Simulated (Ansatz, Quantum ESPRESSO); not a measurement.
# ScSi3 (Pm-3m): zone-centre phonons, part 2 of 3

Which modes does ScSi3 (Pm-3m) have at the zone centre?

Quantum ESPRESSO 7.5; DFT LDA, scalar-relativistic, plane waves, JTH PAW pseudopotentials.

So far. Step 2 (A first look): No gap opens on this mesh, so smearing is kept; the start stands at -11 GPa. Step 4 (Self-consistent run for the response): The cell stands at 0.016 GPa, close enough for phonons. The relaxed cell has a = 3.897 Å (conventional setting).

The structure was built from a prototype and need not be the compound's stable phase.

### 5. Linear response at Γ

At q = 0 one unit cell holds all displacements; symmetry groups them into irreducible representations that are solved one by one. With smeared occupations no response to a homogeneous field can be asked.

File ph.in:

```
phonons
&INPUTPH
  prefix       = 'x'
  outdir       = './tmp'
  fildyn       = 'g.dyn'
  tr2_ph       = 1.0d-18
  alpha_mix(1) = 0.4
  nmix_ph      = 8
/
0.000000000000 0.000000000000 0.000000000000
```

Command:

```bash
$ OMP_NUM_THREADS=1 mpirun -n 4 ph.x -nk 4 -in ph.in > ph.out
```

Output:

```text
[banners, grids, parts of the stress and lines that vanish by symmetry left out]
[banner, memory and clock lines left out]
Program PHONON v.7.5

     ./tmp/x.save/

     file Sc.upf: wavefunction(s)  4S 3P 0P 3D 0D renormalized
     file Si.upf: wavefunction(s)  0S 0P renormalized

     IMPORTANT: XC functional enforced from input :
     Exchange-correlation= PW
                           (   1   4   0   0   0   0   0)
     Any further DFT definition will be discarded
     Please, verify this is what you really want

     G-vector sticks info

     Check: negative core charge=   -0.000013

     negative rho (up, down):  2.208E-02 0.000E+00
     Reading collected, re-writing distributed wavefunctions in ./tmp/

     Number and degeneracy of irreps per q-point
       N         xq(1)         xq(2)         xq(3)   N irreps
       1   0.000000000   0.000000000   0.000000000       4
        3   3   3   3

     Calculation of q =    0.0000000   0.0000000   0.0000000

     phonons

     bravais-lattice index     =            0
     lattice parameter (alat)  =       7.3638  a.u.
     unit-cell volume          =     399.3094 (a.u.)^3
     number of atoms/cell      =            4
     number of atomic types    =            2
     kinetic-energy cut-off    =      40.0000  Ry
     charge density cut-off    =     200.0000  Ry
     convergence threshold     =      1.0E-18
     beta                      =       0.4000
     number of iterations used =            8
     Exchange-correlation= PW
                           (   1   4   0   0   0   0   0)

     celldm(1)=    7.36382  celldm(2)=    0.00000  celldm(3)=    0.00000
     celldm(4)=    0.00000  celldm(5)=    0.00000  celldm(6)=    0.00000

     crystal axes: (cart. coord. in units of alat)
               a(1) = (  1.0000  0.0000  0.0000 )
               a(2) = (  0.0000  1.0000  0.0000 )
               a(3) = (  0.0000  0.0000  1.0000 )

     reciprocal axes: (cart. coord. in units 2 pi/alat)
               b(1) = (  1.0000  0.0000  0.0000 )
               b(2) = (  0.0000  1.0000  0.0000 )
               b(3) = (  0.0000  0.0000  1.0000 )

     Atoms inside the unit cell:

     Cartesian axes

     site n.  atom      mass           positions (alat units)
        1  Sc     44.9559   tau(    1) = (    0.00000    0.00000    0.00000  )
        2  Si     28.0850   tau(    2) = (    0.00000    0.50000    0.50000  )
        3  Si     28.0850   tau(    3) = (    0.50000    0.00000    0.50000  )
        4  Si     28.0850   tau(    4) = (    0.50000    0.50000    0.00000  )

     Computing dynamical matrix for
                    q = (   0.0000000   0.0000000   0.0000000 )

     49 Sym.Ops. (with q -> -q+G )

     G cutoff =  274.7114  (  19093 G-vectors)     FFT grid: ( 36, 36, 36)
     G cutoff =  219.7691  (  13613 G-vectors)  smooth grid: ( 30, 30, 30)

     number of k points=    56  Marzari-Vanderbilt smearing, width (Ry)=  0.0200
                       cart. coord. in units 2pi/alat
        k(    1) = (   0.0000000   0.0000000   0.0000000), wk =   0.0020000
        k(    2) = (   0.0000000   0.0000000   0.1000000), wk =   0.0120000
        k(    3) = (   0.0000000   0.0000000   0.2000000), wk =   0.0120000
        [... further k-points left out ...]

     PseudoPot. # 1 for Sc read from file:
     ./pseudo/Sc.upf
     Pseudo is Projector augmented-wave + core cor, Zval = 11.0
     Shape of augmentation charge: BESSEL
     Using radial grid of 1021 points,  6 beta functions with:
                l(1) =   0
                l(2) =   0
                l(3) =   1
                l(4) =   1
                l(5) =   2
                l(6) =   2
     Q(r) pseudized with 0 coefficients

     PseudoPot. # 2 for Si read from file:
     ./pseudo/Si.upf
     Pseudo is Projector augmented-wave + core cor, Zval =  4.0
     Shape of augmentation charge: BESSEL
     Using radial grid of  988 points,  4 beta functions with:
                l(1) =   0
                l(2) =   0
                l(3) =   1
                l(4) =   1
     Q(r) pseudized with 0 coefficients

     Mode symmetry, O_h (m-3m)  point group:

     Atomic displacements:
     There are    4 irreducible representations

     Representation     1      3 modes -  To be done

     Representation     2      3 modes -  To be done

     Representation     3      3 modes -  To be done

     Representation     4      3 modes -  To be done

     Alpha used in Ewald sum =   1.9000

     negative rho (up, down):  2.208E-02 0.000E+00

     Representation #   1 modes #   1   2   3

     Self-consistent Calculation
      iter #   1   av.it.:   8.1
      thresh= 1.000E-02 alpha_mix =  0.400 |ddv_scf|^2 =  2.039E-07
      iter #   2   av.it.:  20.2
      thresh= 4.516E-05 alpha_mix =  0.400 |ddv_scf|^2 =  2.534E-09
      iter #   3   av.it.:  21.4
      thresh= 5.034E-06 alpha_mix =  0.400 |ddv_scf|^2 =  8.362E-10
      iter #   4   av.it.:  22.2
      thresh= 2.892E-06 alpha_mix =  0.400 |ddv_scf|^2 =  4.848E-12
      iter #   5   av.it.:  23.2
      thresh= 2.202E-07 alpha_mix =  0.400 |ddv_scf|^2 =  4.517E-13
      iter #   6   av.it.:  23.2
      thresh= 6.721E-08 alpha_mix =  0.400 |ddv_scf|^2 =  5.831E-15
      iter #   7   av.it.:  22.6
      thresh= 7.636E-09 alpha_mix =  0.400 |ddv_scf|^2 =  1.099E-15
      iter #   8   av.it.:  22.7
      thresh= 3.315E-09 alpha_mix =  0.400 |ddv_scf|^2 =  1.265E-17
      iter #   9   av.it.:  23.4
      thresh= 3.556E-10 alpha_mix =  0.400 |ddv_scf|^2 =  9.057E-20

     End of self-consistent calculation

     Convergence has been achieved

     Representation #   2 modes #   4   5   6

     Self-consistent Calculation
      iter #   1   av.it.:   6.3
      thresh= 1.000E-02 alpha_mix =  0.400 |ddv_scf|^2 =  4.563E-08
      iter #   2   av.it.:  19.4
      thresh= 2.136E-05 alpha_mix =  0.400 |ddv_scf|^2 =  2.274E-09
      iter #   3   av.it.:  20.0
      thresh= 4.769E-06 alpha_mix =  0.400 |ddv_scf|^2 =  6.916E-10
      iter #   4   av.it.:  20.5
      thresh= 2.630E-06 alpha_mix =  0.400 |ddv_scf|^2 =  8.206E-12
      iter #   5   av.it.:  21.9
      thresh= 2.865E-07 alpha_mix =  0.400 |ddv_scf|^2 =  1.844E-13
[...]
End of self-consistent calculation

     Convergence has been achieved

     Representation #   3 modes #   7   8   9

     Self-consistent Calculation
[...]
End of self-consistent calculation

     Convergence has been achieved

     Representation #   4 modes #  10  11  12

     Self-consistent Calculation
[...]
iter #   2   av.it.:  20.7
      thresh= 9.026E-06 alpha_mix =  0.400 |ddv_scf|^2 =  2.394E-09
      iter #   3   av.it.:  21.1
      thresh= 4.892E-06 alpha_mix =  0.400 |ddv_scf|^2 =  7.644E-11
      iter #   4   av.it.:  21.0
      thresh= 8.743E-07 alpha_mix =  0.400 |ddv_scf|^2 =  3.747E-13
      iter #   5   av.it.:  20.5
      thresh= 6.121E-08 alpha_mix =  0.400 |ddv_scf|^2 =  1.281E-13
      iter #   6   av.it.:  21.7
      thresh= 3.579E-08 alpha_mix =  0.400 |ddv_scf|^2 =  4.383E-17
      iter #   7   av.it.:  21.4
      thresh= 6.620E-10 alpha_mix =  0.400 |ddv_scf|^2 =  9.997E-18
      iter #   8   av.it.:  21.7
      thresh= 3.162E-10 alpha_mix =  0.400 |ddv_scf|^2 =  8.684E-21

     End of self-consistent calculation

     Convergence has been achieved

     Number of q in the star =    1
     List of q in the star:
          1   0.000000000   0.000000000   0.000000000

     Diagonalizing the dynamical matrix

     q = (    0.000000000   0.000000000   0.000000000 )

 **************************************************************************
     freq (    1) =      -1.534838 [THz] =     -51.196669 [cm-1]
     freq (    2) =      -1.534838 [THz] =     -51.196669 [cm-1]
     freq (    3) =      -1.534838 [THz] =     -51.196669 [cm-1]
     freq (    4) =       0.088077 [THz] =       2.937924 [cm-1]
     freq (    5) =       0.088077 [THz] =       2.937924 [cm-1]
     freq (    6) =       0.088077 [THz] =       2.937924 [cm-1]
     freq (    7) =       7.659300 [THz] =     255.486744 [cm-1]
     freq (    8) =       7.659300 [THz] =     255.486744 [cm-1]
     freq (    9) =       7.659300 [THz] =     255.486744 [cm-1]
     freq (   10) =      10.035842 [THz] =     334.759640 [cm-1]
     freq (   11) =      10.035842 [THz] =     334.759640 [cm-1]
     freq (   12) =      10.035842 [THz] =     334.759640 [cm-1]
 **************************************************************************

     Mode symmetry, O_h (m-3m)  point group:

     freq (   1-   3) =        -51.2  [cm-1]   --> T_1u G_15  G_4- I
     freq (   4-   6) =          2.9  [cm-1]   --> T_1u G_15  G_4- I
     freq (   7-   9) =        255.5  [cm-1]   --> T_2u G_25  G_5-
     freq (  10-  12) =        334.8  [cm-1]   --> T_1u G_15  G_4- I
```

The job ended after 5.1 min (4 MPI ranks of Intel Xeon Platinum 8488C (Sapphire Rapids), shared host).

Numbers from this step:

```
largest acoustic frequency at the zone centre before the sum rule : 2.94 cm⁻¹
highest optical zone-centre mode (no LO-TO term)                  : 334.8 cm⁻¹
lowest optical zone-centre mode                                   : -51.2 cm⁻¹
```

The acoustic modes at Γ come out as far as 2.9 cm⁻¹ from zero, where they should vanish, a small numerical error. The lowest optical mode is imaginary, 51i cm⁻¹, an instability at this level and on this k mesh.

### 6. Modes with the sum rule

A rigid shift of the crystal must cost nothing, but grids and finite bases break this; the acoustic sum rule is imposed before the matrix is diagonalised again.

File dynmat.in:

```
&INPUT
  fildyn = 'g.dyn'
  asr    = 'simple'
  fileig = 'dynmat.eig'
/
```

Command:

```bash
$ dynmat.x -in dynmat.in > dynmat.out
```

Output:

```text
[banner, memory and clock lines left out]
Program DYNMAT v.7.5

     Reading Dynamical Matrix from file g.dyn
     ...Force constants read
     ...epsilon and Z* not read (not found on file)
     A direction for q was not specified:TO-LO splitting will be absent

     Polarizability (A^3 units)
     multiply by 1.000000 for Clausius-Mossotti correction
         0.000000    0.000000    0.000000
         0.000000    0.000000    0.000000
         0.000000    0.000000    0.000000

     IR activities are in (D/A)^2/amu units

# mode   [cm-1]    [THz]      IR
    1    -51.31   -1.5383    0.0000
    2    -51.31   -1.5383    0.0000
    3    -51.31   -1.5383    0.0000
    4     -0.00   -0.0000    0.0000
    5      0.00    0.0000    0.0000
    6      0.00    0.0000    0.0000
    7    255.47    7.6587    0.0000
    8    255.47    7.6587    0.0000
    9    255.47    7.6587    0.0000
   10    334.75   10.0355    0.0000
   11    334.75   10.0355    0.0000
   12    334.75   10.0355    0.0000

[end of the log left out, with the tail of the file of modes that dynmat.x writes under the same name]
```

Wall time 0.68 s (1 thread).

This step gave:

| Quantity | Value |
| --- | --- |
| lowest optical zone-centre mode | -51.31 cm⁻¹ |

Unit eigenvectors of the mass-weighted matrix after the sum rule; no LO-TO term. Modes at Γ, with each element's share of the kinetic energy (negative means imaginary):

| mode | frequency (cm⁻¹) | Sc % | Si % |
| --- | --- | --- | --- |
| 1 | -51.3 | 21 | 79 |
| 2 | -51.3 | 21 | 79 |
| 3 | -51.3 | 21 | 79 |
| 4 | 0.0 | 35 | 65 |
| 5 | 0.0 | 35 | 65 |
| 6 | 0.0 | 35 | 65 |
| 7 | 255.5 | 0 | 100 |
| 8 | 255.5 | 0 | 100 |
| 9 | 255.5 | 0 | 100 |
| 10 | 334.8 | 44 | 56 |
| 11 | 334.8 | 44 | 56 |
| 12 | 334.8 | 44 | 56 |

Displacements in mode 1 (-51.3 cm⁻¹), the largest set to 1:
```
Sc1 -0.01  0.00 -0.42
Si2  0.02  0.00 -0.17
Si3  0.00  0.01 -0.17
Si4  0.00  0.00  1.00
```

Displacements in mode 12 (334.8 cm⁻¹), the largest set to 1:
```
Sc1  0.00  0.15  1.00
Si2  0.00 -0.15 -0.97
Si3  0.00  0.05 -0.97
Si4  0.00 -0.15  0.34
```

The rule moves no optical mode by more than 0.2 cm⁻¹.

### 7. Sum rules set otherwise (asr no)

Without the rule the raw error of the acoustic modes shows.

File dynmat.in:

```
&INPUT
  fildyn = 'g.dyn'
  asr    = 'no'
  fileig = 'dynmat.eig'
/
```

Command:

```bash
$ dynmat.x -in dynmat.in > dynmat.out
```

Output:

```text
[banner, memory and clock lines left out]
Program DYNMAT v.7.5

     Reading Dynamical Matrix from file g.dyn
     ...Force constants read
     ...epsilon and Z* not read (not found on file)
     A direction for q was not specified:TO-LO splitting will be absent

     Polarizability (A^3 units)
     multiply by 1.000000 for Clausius-Mossotti correction
         0.000000    0.000000    0.000000
         0.000000    0.000000    0.000000
         0.000000    0.000000    0.000000

     IR activities are in (D/A)^2/amu units

# mode   [cm-1]    [THz]      IR
    1    -51.20   -1.5348    0.0000
    2    -51.20   -1.5348    0.0000
    3    -51.20   -1.5348    0.0000
    4      2.94    0.0881    0.0000
    5      2.94    0.0881    0.0000
    6      2.94    0.0881    0.0000
    7    255.49    7.6593    0.0000
    8    255.49    7.6593    0.0000
    9    255.49    7.6593    0.0000
   10    334.76   10.0358    0.0000
   11    334.76   10.0358    0.0000
   12    334.76   10.0358    0.0000

[end of the log left out, with the tail of the file of modes that dynmat.x writes under the same name]
```

It took 0.66 s on 1 thread.

This step gave:

- lowest optical zone-centre mode: -51.2 cm⁻¹

Zone-centre frequencies as printed; negative means imaginary. Modes:

| mode | frequency (cm⁻¹) |
| --- | --- |
| 1 | -51.2 |
| 2 | -51.2 |
| 3 | -51.2 |
| 4 | 2.94 |
| 5 | 2.94 |
| 6 | 2.94 |
| 7 | 255.5 |
| 8 | 255.5 |
| 9 | 255.5 |
| 10 | 334.8 |
| 11 | 334.8 |
| 12 | 334.8 |

Against the first rule no mode moves by more than 3.0 cm⁻¹.

### 8. Sum rules set otherwise: a sum rule for molecules or wires on a crystal

This rule also removes rotations, which suits molecules and not a crystal; it is tried to see the harm.

File dynmat.in:

```
&INPUT
  fildyn = 'g.dyn'
  asr    = 'zero-dim'
  fileig = 'dynmat.eig'
/
```

Command:

```bash
$ dynmat.x -in dynmat.in > dynmat.out
```

Output:

```text
[banner, memory and clock lines left out]
Program DYNMAT v.7.5

     Reading Dynamical Matrix from file g.dyn
     ...Force constants read
     ...epsilon and Z* not read (not found on file)
     Acoustic Sum Rule: || Z*(ASR) - Z*(orig)|| =    0.000000E+00
     Acoustic Sum Rule: ||dyn(ASR) - dyn(orig)||=    2.745277E-01
     A direction for q was not specified:TO-LO splitting will be absent

     Polarizability (A^3 units)
     multiply by 1.000000 for Clausius-Mossotti correction
         0.000000    0.000000    0.000000
         0.000000    0.000000    0.000000
         0.000000    0.000000    0.000000

     IR activities are in (D/A)^2/amu units

# mode   [cm-1]    [THz]      IR
    1    -51.20   -1.5351    0.0000
    2     -0.00   -0.0000    0.0000
    3     -0.00   -0.0000    0.0000
    4     -0.00   -0.0000    0.0000
    5     -0.00   -0.0000    0.0000
    6      0.00    0.0000    0.0000
    7      0.00    0.0000    0.0000
    8    209.16    6.2704    0.0000
    9    209.16    6.2704    0.0000
   10    332.71    9.9744    0.0000
   11    332.71    9.9744    0.0000
   12    334.76   10.0358    0.0000

[end of the log left out, with the tail of the file of modes that dynmat.x writes under the same name]
```

The job ended after 0.66 s (1 thread).

The run ended normally, but on settings that are not sound.

The fault: a sum rule for molecules or wires on a crystal; 3 optical modes are projected out to zero frequency, as if they were rotations.

For a crystal the rule has to be 'simple' or 'crystal'.

Zone-centre frequencies as printed; negative means imaginary. Modes:

| mode | frequency (cm⁻¹) |
| --- | --- |
| 1 | -51.2 |
| 2 | 0 |
| 3 | 0 |
| 4 | 0 |
| 5 | 0 |
| 6 | 0 |
| 7 | 0 |
| 8 | 209.2 |
| 9 | 209.2 |
| 10 | 332.7 |
| 11 | 332.7 |
| 12 | 334.8 |

(Part 2 of 3 ends here.)

[Host names and launcher messages were left out of these logs when they were recorded.]

[Logs are printed without paths, hosts, clocks, repeated set-up lines and the standing remarks that a program may print on its own settings, such as how far it seeks lower states.]

[Hosts, paths, dates, database ids (printed as entryN), source tags and the programs' standing remarks are cut or masked in the printed files.]
